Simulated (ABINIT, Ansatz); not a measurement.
**CdF2 (Fm-3m): modes at Γ and the response to a field**

Aim: the zone-centre modes of CdF2 (Fm-3m).

Main program and level: ABINIT 10.8.3; DFT LDA, scalar-relativistic, plane waves, PseudoDojo norm-conserving pseudopotentials.

## Step 1: The structure

The structure is cubic, space group Fm-3m (No. 225). Conventional cell: a = 5.388 Å, b = 5.388 Å, c = 5.388 Å, α = 90.00°, β = 90.00°, γ = 90.00°. Nearest to Cd lie 8 F at 2.33 Å. Nearest to F lie 4 Cd at 2.33 Å. Farther neighbours and most contacts between anions are not listed.

## Step 2: A first look

A first run with smearing and empty bands tells whether the crystal has a gap, which decides between fixed occupations and smearing later on.

File probe.abi:

```
# ground state
tolvrs 1.0d-08
prtden 1
prtwf 1

# basis, mesh and filling
ecut 47.0
ngkpt 6 6 6
nshiftk 1
shiftk 0.0 0.0 0.0
istwfk *1
occopt 7
tsmear 0.005
nband 25
nstep 100
diemac 9.0
prtebands 0
prtgsr 0
useylm 1

# cell and atoms
acell 7.199651192 7.199651192 7.199651192
rprim 
    0.0 0.7071067812 0.7071067812
    0.7071067812 0.0 0.7071067812
    0.7071067812 0.7071067812 0.0
ntypat 2
znucl 48 9
natom 3
typat 1 2 2
xred 
    0.0 0.0 0.0
    0.25 0.25 0.25
    0.75 0.75 0.75
pp_dirpath "./pseudo"
pseudos "Cd.upf, F.upf"
```

Launch:

```bash
$ OMP_NUM_THREADS=1 mpirun -n 8 abinit probe.abi > probe.log
```

Numbers of over 12 decimals in the logs are rounded to 6 here.

probe.abo, the main output file:

```text
[banners, grids, parts of the stress and lines that vanish by symmetry left out]
- input  file    -> probe.abi
- output file    -> probe.abo
- root for input  files -> probei
[...]
Symmetries : space group Fm -3 m (#225); Bravais cF (face-center cubic)
[...]
mpw =        4092          nfft =      110592          nkpt =          16
[...]
== DATASET  1 ==================================================================
[...]
cutoff_energies: {ecut:  47.0, pawecutdg:  -1.0, }
[...]
ETOT  1  -223.17380543151    -2.232E+02 6.471E+00 1.652E+03
 ETOT  2  -224.16277850858    -9.890E-01 6.764E-02 2.669E+03
 ETOT  3  -224.49250349785    -3.297E-01 2.799E-02 1.025E+02
 ETOT  4  -224.50116823966    -8.665E-03 7.681E-03 5.411E+01
 ETOT  5  -224.50659198614    -5.424E-03 4.765E-03 5.246E+00
[...]
ETOT  9  -224.50739691103    -2.531E-08 4.498E-04 8.348E-07
 ETOT 10  -224.50739691115    -1.213E-10 8.670E-04 1.806E-09
 At SCF step   10       vres2   =  1.81E-09 < tolvrs=  1.00E-08 =>converged.
[...]
sigma(1 1)=  2.10803145E-04  sigma(3 2)=  0.00000000E+00
  sigma(2 2)=  2.10803145E-04  sigma(3 1)=  0.00000000E+00
  sigma(3 3)=  2.10803145E-04  sigma(2 1)=  0.00000000E+00
[...]
convergence: {deltae: -1.213E-10, res2:  1.806E-09, residm:  8.670E-04, diffor: null, }
etotal    :  -2.24507397E+02
[...]
sigma(1 1)=  2.10803145E-04  sigma(3 2)=  0.00000000E+00
  sigma(2 2)=  2.10803145E-04  sigma(3 1)=  0.00000000E+00
  sigma(3 3)=  2.10803145E-04  sigma(2 1)=  0.00000000E+00
[...]
- sigma(1 1)=  6.20204264E+00  sigma(3 2)=  0.00000000E+00
- sigma(2 2)=  6.20204264E+00  sigma(3 1)=  0.00000000E+00
- sigma(3 3)=  6.20204264E+00  sigma(2 1)=  0.00000000E+00
[...]
fcart     -0.0000000000E+00 -0.0000000000E+00 -0.0000000000E+00
           strten      2.1080314456E-04  2.1080314456E-04  2.1080314456E-04
================================================================================

[key lines of the parts left out:]
pressure_GPa:  -6.2020E+00
```

Run time: 8.3 s. Hardware: 8 MPI ranks of Arm Neoverse V2, shared host.

Read from the output:

| Item | Value |
| --- | --- |
| volume per atom | 13.03 Å³ |
| pressure | -6.202 GPa |
| gap on the k-mesh | 2.841 eV |

A gap of 2.8 eV opens on this mesh, so the crystal is taken as an insulator; the printed pressure holds the stress of the finite basis too.

## Step 3: Relaxation

The harmonic expansion needs vanishing forces, and a free crystal bears no stress, so cell and atoms are brought to rest. Stress is more sensitive to the basis than forces are: the last 3 Ha under the cutoff are smoothed with ecutsm, and the cutoff is raised above that of the later runs.

File relax.abi:

```
# relaxation
ionmov 2
optcell 2
dilatmx 1.08
ntime 40
tolmxf 1.0d-05
tolvrs 1.0d-14
prtwf 0
prtden 0
chksymtnons 0

# basis, mesh and filling
ecut 57.0
ecutsm 3.0
ngkpt 8 8 8
nshiftk 1
shiftk 0.0 0.0 0.0
istwfk *1
occopt 1
nband 17
nstep 100
diemac 9.0
prtebands 0
prtgsr 0
useylm 1

# cell and atoms
acell 7.199651192 7.199651192 7.199651192
rprim 
    0.0 0.7071067812 0.7071067812
    0.7071067812 0.0 0.7071067812
    0.7071067812 0.7071067812 0.0
ntypat 2
znucl 48 9
natom 3
typat 1 2 2
xred 
    0.0 0.0 0.0
    0.25 0.25 0.25
    0.75 0.75 0.75
pp_dirpath "./pseudo"
pseudos "Cd.upf, F.upf"
```

Launch:

```bash
$ OMP_NUM_THREADS=1 mpirun -n 8 abinit relax.abi > relax.log
```

relax.abo, the main output file:

```text
[banners, grids, parts of the stress and lines that vanish by symmetry left out]
- input  file    -> relax.abi
- output file    -> relax.abo
- root for input  files -> relaxi
[...]
Symmetries : space group Fm -3 m (#225); Bravais cF (face-center cubic)
[...]
mpw =        6866          nfft =      157464          nkpt =          29
[...]
== DATASET  1 ==================================================================
[...]
cutoff_energies: {ecut:  57.0, pawecutdg:  -1.0, }
[...]
ETOT  1  -218.87082263186    -2.189E+02 7.301E+00 1.902E+04
 ETOT  2  -221.92090883922    -3.050E+00 2.113E+00 3.126E+04
 ETOT  3  -224.02216139922    -2.101E+00 6.771E-01 4.604E+03
 ETOT  4  -224.29435384323    -2.722E-01 3.830E-01 2.657E+03
 ETOT  5  -224.46514553254    -1.708E-01 8.069E-02 6.430E+02
[...]
At SCF step   23       vres2   =  5.18E-16 < tolvrs=  1.00E-14 =>converged.
[...]
sigma(1 1)=  1.95071274E-04  sigma(3 2)=  0.00000000E+00
  sigma(2 2)=  1.95071274E-04  sigma(3 1)=  0.00000000E+00
  sigma(3 3)=  1.95071274E-04  sigma(2 1)=  0.00000000E+00
[...]
convergence: {deltae: -1.359E-11, res2:  5.176E-16, residm:  2.012E-15, diffor: null, }
etotal    :  -2.24507667E+02
[...]
ETOT  1  -224.49396164974    -2.245E+02 5.823E-03 2.370E+02
[...]
At SCF step   15       vres2   =  5.80E-15 < tolvrs=  1.00E-14 =>converged.
[...]
sigma(1 1)=  1.33418363E-04  sigma(3 2)=  0.00000000E+00
  sigma(2 2)=  1.33418363E-04  sigma(3 1)=  0.00000000E+00
  sigma(3 3)=  1.33418363E-04  sigma(2 1)=  0.00000000E+00
[...]
convergence: {deltae:  6.111E-12, res2:  5.798E-15, residm:  4.039E-14, diffor: null, }
etotal    :  -2.24508427E+02
[...]
ETOT  1  -224.45310563893    -2.245E+02 3.552E-01 9.644E+02
[...]
At SCF step   15       vres2   =  7.35E-16 < tolvrs=  1.00E-14 =>converged.
[...]
sigma(1 1)= -1.27126602E-05  sigma(3 2)=  0.00000000E+00
  sigma(2 2)= -1.27126602E-05  sigma(3 1)=  0.00000000E+00
  sigma(3 3)= -1.27126602E-05  sigma(2 1)=  0.00000000E+00
[...]
convergence: {deltae:  1.765E-11, res2:  7.348E-16, residm:  7.972E-14, diffor: null, }
etotal    :  -2.24509010E+02
[...]
ETOT  1  -224.50854461286    -2.245E+02 3.376E-07 7.680E+00
[...]
At SCF step   15       vres2   =  7.55E-16 < tolvrs=  1.00E-14 =>converged.
[...]
sigma(1 1)=  6.88256727E-07  sigma(3 2)=  0.00000000E+00
  sigma(2 2)=  6.88256727E-07  sigma(3 1)=  0.00000000E+00
  sigma(3 3)=  6.88256727E-07  sigma(2 1)=  0.00000000E+00
[...]
convergence: {deltae: -3.695E-13, res2:  7.547E-16, residm:  1.101E-15, diffor: null, }
etotal    :  -2.24509015E+02
[...]
ETOT  1  -224.50901393608    -2.245E+02 9.303E-09 2.016E-02
[...]
ETOT 10  -224.50901516529     3.891E-11 3.342E-15 8.195E-14
 ETOT 11  -224.50901516531    -1.754E-11 1.516E-15 5.922E-15
 At SCF step   11       vres2   =  5.92E-15 < tolvrs=  1.00E-14 =>converged.
[...]
sigma(1 1)=  3.20018646E-09  sigma(3 2)=  0.00000000E+00
  sigma(2 2)=  3.20018646E-09  sigma(3 1)=  0.00000000E+00
  sigma(3 3)=  3.20018646E-09  sigma(2 1)=  0.00000000E+00
[...]
convergence: {deltae: -1.754E-11, res2:  5.922E-15, residm:  1.516E-15, diffor: null, }
etotal    :  -2.24509015E+02
[...]
At Broyd/MD step   5, gradients are converged :
[...]
sigma(1 1)=  3.20018646E-09  sigma(3 2)=  0.00000000E+00
  sigma(2 2)=  3.20018646E-09  sigma(3 1)=  0.00000000E+00
  sigma(3 3)=  3.20018646E-09  sigma(2 1)=  0.00000000E+00
[...]
- sigma(1 1)=  9.41527361E-05  sigma(3 2)=  0.00000000E+00
- sigma(2 2)=  9.41527363E-05  sigma(3 1)=  0.00000000E+00
- sigma(3 3)=  9.41527361E-05  sigma(2 1)=  0.00000000E+00
[...]
fcart     -7.8807915579E-32  8.7564350643E-33  6.1295045450E-32
           strten      3.2001864561E-09  3.2001864596E-09  3.2001864561E-09
================================================================================

[key lines of the parts left out:]
pressure_GPa:  -9.4153E-05
Total energy (etotal) [Ha]= -2.24509015165309E+02
```

Run time: 1.9 min. Hardware: 8 MPI ranks; 15 min of CPU time.

Step by step:

```
step  energy less that of the first step (eV)  largest force (eV/Å)  volume (Å³)
   1                                   0.0000                0.0000        39.10
   2                                  -0.0207                0.0000        38.42
   3                                  -0.0365                0.0000        37.05
   4                                  -0.0367                0.0000        37.16
   5                                  -0.0367                0.0000        37.16
```

```
conventional cell, symmetrised  before  after  change
                         a (Å)   5.388  5.297  -1.7 %
                         b (Å)   5.388  5.297  -1.7 %
                         c (Å)   5.388  5.297  -1.7 %
              volume (Å³/atom)   13.03  12.39  -5.0 %
```

Final coordinates:

```xyz
3
Lattice="0.0000 2.6485 2.6485 2.6485 0.0000 2.6485 2.6485 2.6485 0.0000" Properties=species:S:1:pos:R:3 pbc="T T T"
Cd    0.0000    0.0000    0.0000
F     1.3243    1.3243    1.3243
F     3.9728    3.9728    3.9728
```

Read from the output:

* volume per atom: 12.39 Å³
* pressure: -9.42e-5 GPa

The volume changes by -5.0 % in this run and stands -5.0 % from the first cell.

## Step 4: Ground state

The response is built on these wavefunctions, so the potential is converged far more tightly than an energy would need. The mesh is shifted off Γ, since shifted meshes converge sums over the zone faster.

File gs.abi:

```
# ground state
tolvrs 1.0d-16
prtden 1
prtwf 1

# basis, mesh and filling
ecut 47.0
ngkpt 6 6 6
nshiftk 4
shiftk 
    0.5 0.5 0.5
    0.5 0.0 0.0
    0.0 0.5 0.0
    0.0 0.0 0.5
istwfk *1
occopt 1
nband 17
nstep 100
diemac 9.0
prtebands 0
prtgsr 0
useylm 1

# cell and atoms
acell 7.078082086 7.078082086 7.078082086
rprim 
    0.0 0.7071067812 0.7071067812
    0.7071067812 0.0 0.7071067812
    0.7071067812 0.7071067812 0.0
ntypat 2
znucl 48 9
natom 3
typat 1 2 2
xred 
    0.0 0.0 0.0
    0.25 0.25 0.25
    0.75 0.75 0.75
pp_dirpath "./pseudo"
pseudos "Cd.upf, F.upf"
```

Launch:

```bash
$ OMP_NUM_THREADS=1 mpirun -n 8 abinit gs.abi > gs.log
```

gs.abo, the main output file:

```text
[banners, grids, parts of the stress and lines that vanish by symmetry left out]
- input  file    -> gs.abi
- output file    -> gs.abo
- root for input  files -> gsi
[...]
Symmetries : space group Fm -3 m (#225); Bravais cF (face-center cubic)
[...]
mpw =        3882          nfft =       91125          nkpt =          28
[...]
== DATASET  1 ==================================================================
[...]
cutoff_energies: {ecut:  47.0, pawecutdg:  -1.0, }
[...]
ETOT  1  -219.13330284251    -2.191E+02 5.864E+00 1.129E+04
 ETOT  2  -221.68245007225    -2.549E+00 1.915E+00 2.049E+04
 ETOT  3  -223.94749085433    -2.265E+00 1.059E+00 2.908E+03
 ETOT  4  -224.26241011520    -3.149E-01 4.628E-01 1.643E+03
 ETOT  5  -224.45193587522    -1.895E-01 1.946E-01 5.239E+02
[...]
ETOT 25  -224.50874708805     9.237E-12 8.505E-16 2.497E-15
 ETOT 26  -224.50874708804     1.222E-11 4.895E-17 6.624E-17
 At SCF step   26       vres2   =  6.62E-17 < tolvrs=  1.00E-16 =>converged.
[...]
sigma(1 1)=  1.65372293E-05  sigma(3 2)=  0.00000000E+00
  sigma(2 2)=  1.65372293E-05  sigma(3 1)=  0.00000000E+00
  sigma(3 3)=  1.65372293E-05  sigma(2 1)=  0.00000000E+00
[...]
convergence: {deltae:  1.222E-11, res2:  6.624E-17, residm:  4.895E-17, diffor: null, }
etotal    :  -2.24508747E+02
[...]
sigma(1 1)=  1.65372293E-05  sigma(3 2)=  0.00000000E+00
  sigma(2 2)=  1.65372293E-05  sigma(3 1)=  0.00000000E+00
  sigma(3 3)=  1.65372293E-05  sigma(2 1)=  0.00000000E+00
[...]
- sigma(1 1)=  4.86542085E-01  sigma(3 2)=  0.00000000E+00
- sigma(2 2)=  4.86542085E-01  sigma(3 1)=  0.00000000E+00
- sigma(3 3)=  4.86542085E-01  sigma(2 1)=  0.00000000E+00
[...]
fcart     -1.3134652596E-31 -8.7564350642E-33  1.4885939609E-31
           strten      1.6537229336E-05  1.6537229336E-05  1.6537229336E-05
================================================================================

[key lines of the parts left out:]
pressure_GPa:  -4.8654E-01
```

It took 23 s on 8 MPI ranks.

Read from the output:

```yaml
pressure: -0.4865 GPa
```

The cell stands at -0.49 GPa: the relaxation ran with a smoothed and higher cutoff and on another k mesh.

## Step 5: Empty bands

Empty bands on the ground state's density check that the gap assumed so far is there in this cell.

File gap.abi:

```
# empty bands on the ground state's density
iscf -2
getden_filepath "gso_DEN"
tolwfr 1.0d-12
nbdbuf 2
prtwf 0

# basis, mesh and filling
ecut 47.0
ngkpt 8 8 8
nshiftk 1
shiftk 0.0 0.0 0.0
istwfk *1
occopt 1
nband 21
nstep 100
diemac 9.0
prtebands 0
prtgsr 0
useylm 1

# cell and atoms
acell 7.078082086 7.078082086 7.078082086
rprim 
    0.0 0.7071067812 0.7071067812
    0.7071067812 0.0 0.7071067812
    0.7071067812 0.7071067812 0.0
ntypat 2
znucl 48 9
natom 3
typat 1 2 2
xred 
    0.0 0.0 0.0
    0.25 0.25 0.25
    0.75 0.75 0.75
pp_dirpath "./pseudo"
pseudos "Cd.upf, F.upf"
```

Launch:

```bash
$ OMP_NUM_THREADS=1 mpirun -n 8 abinit gap.abi > gap.log
```

gap.abo, the main output file:

```text
[banners, grids, parts of the stress and lines that vanish by symmetry left out]
- input  file    -> gap.abi
- output file    -> gap.abo
- root for input  files -> gapi
[...]
Symmetries : space group Fm -3 m (#225); Bravais cF (face-center cubic)
[...]
mpw =        3895          nfft =       91125          nkpt =          29
[...]
== DATASET  1 ==================================================================
[...]
cutoff_energies: {ecut:  47.0, pawecutdg:  -1.0, }
[...]
-outvars: echo values of variables after computation
            acell      7.0780820860E+00  7.0780820860E+00  7.0780820860E+00 Bohr
================================================================================
```

Elapsed: 9.1 s, on 8 MPI ranks; 72 s of CPU time.

Read from the output:

```
gap on the k-mesh : 3.005 eV
```

In this cell the gap on the mesh is 3.0 eV, indirect (smallest direct 3.4 eV), so fixed occupations hold.

[end of part 1 of 3]

[Host names and launcher messages were left out of these logs when they were recorded.]

[Logs are printed without paths, hosts, clocks, repeated set-up lines and the standing remarks that a program may print on its own settings, such as how far it seeks lower states.]

[Hosts, paths, dates, database ids (printed as entryN), source tags and the programs' standing remarks are cut or masked in the printed files.]
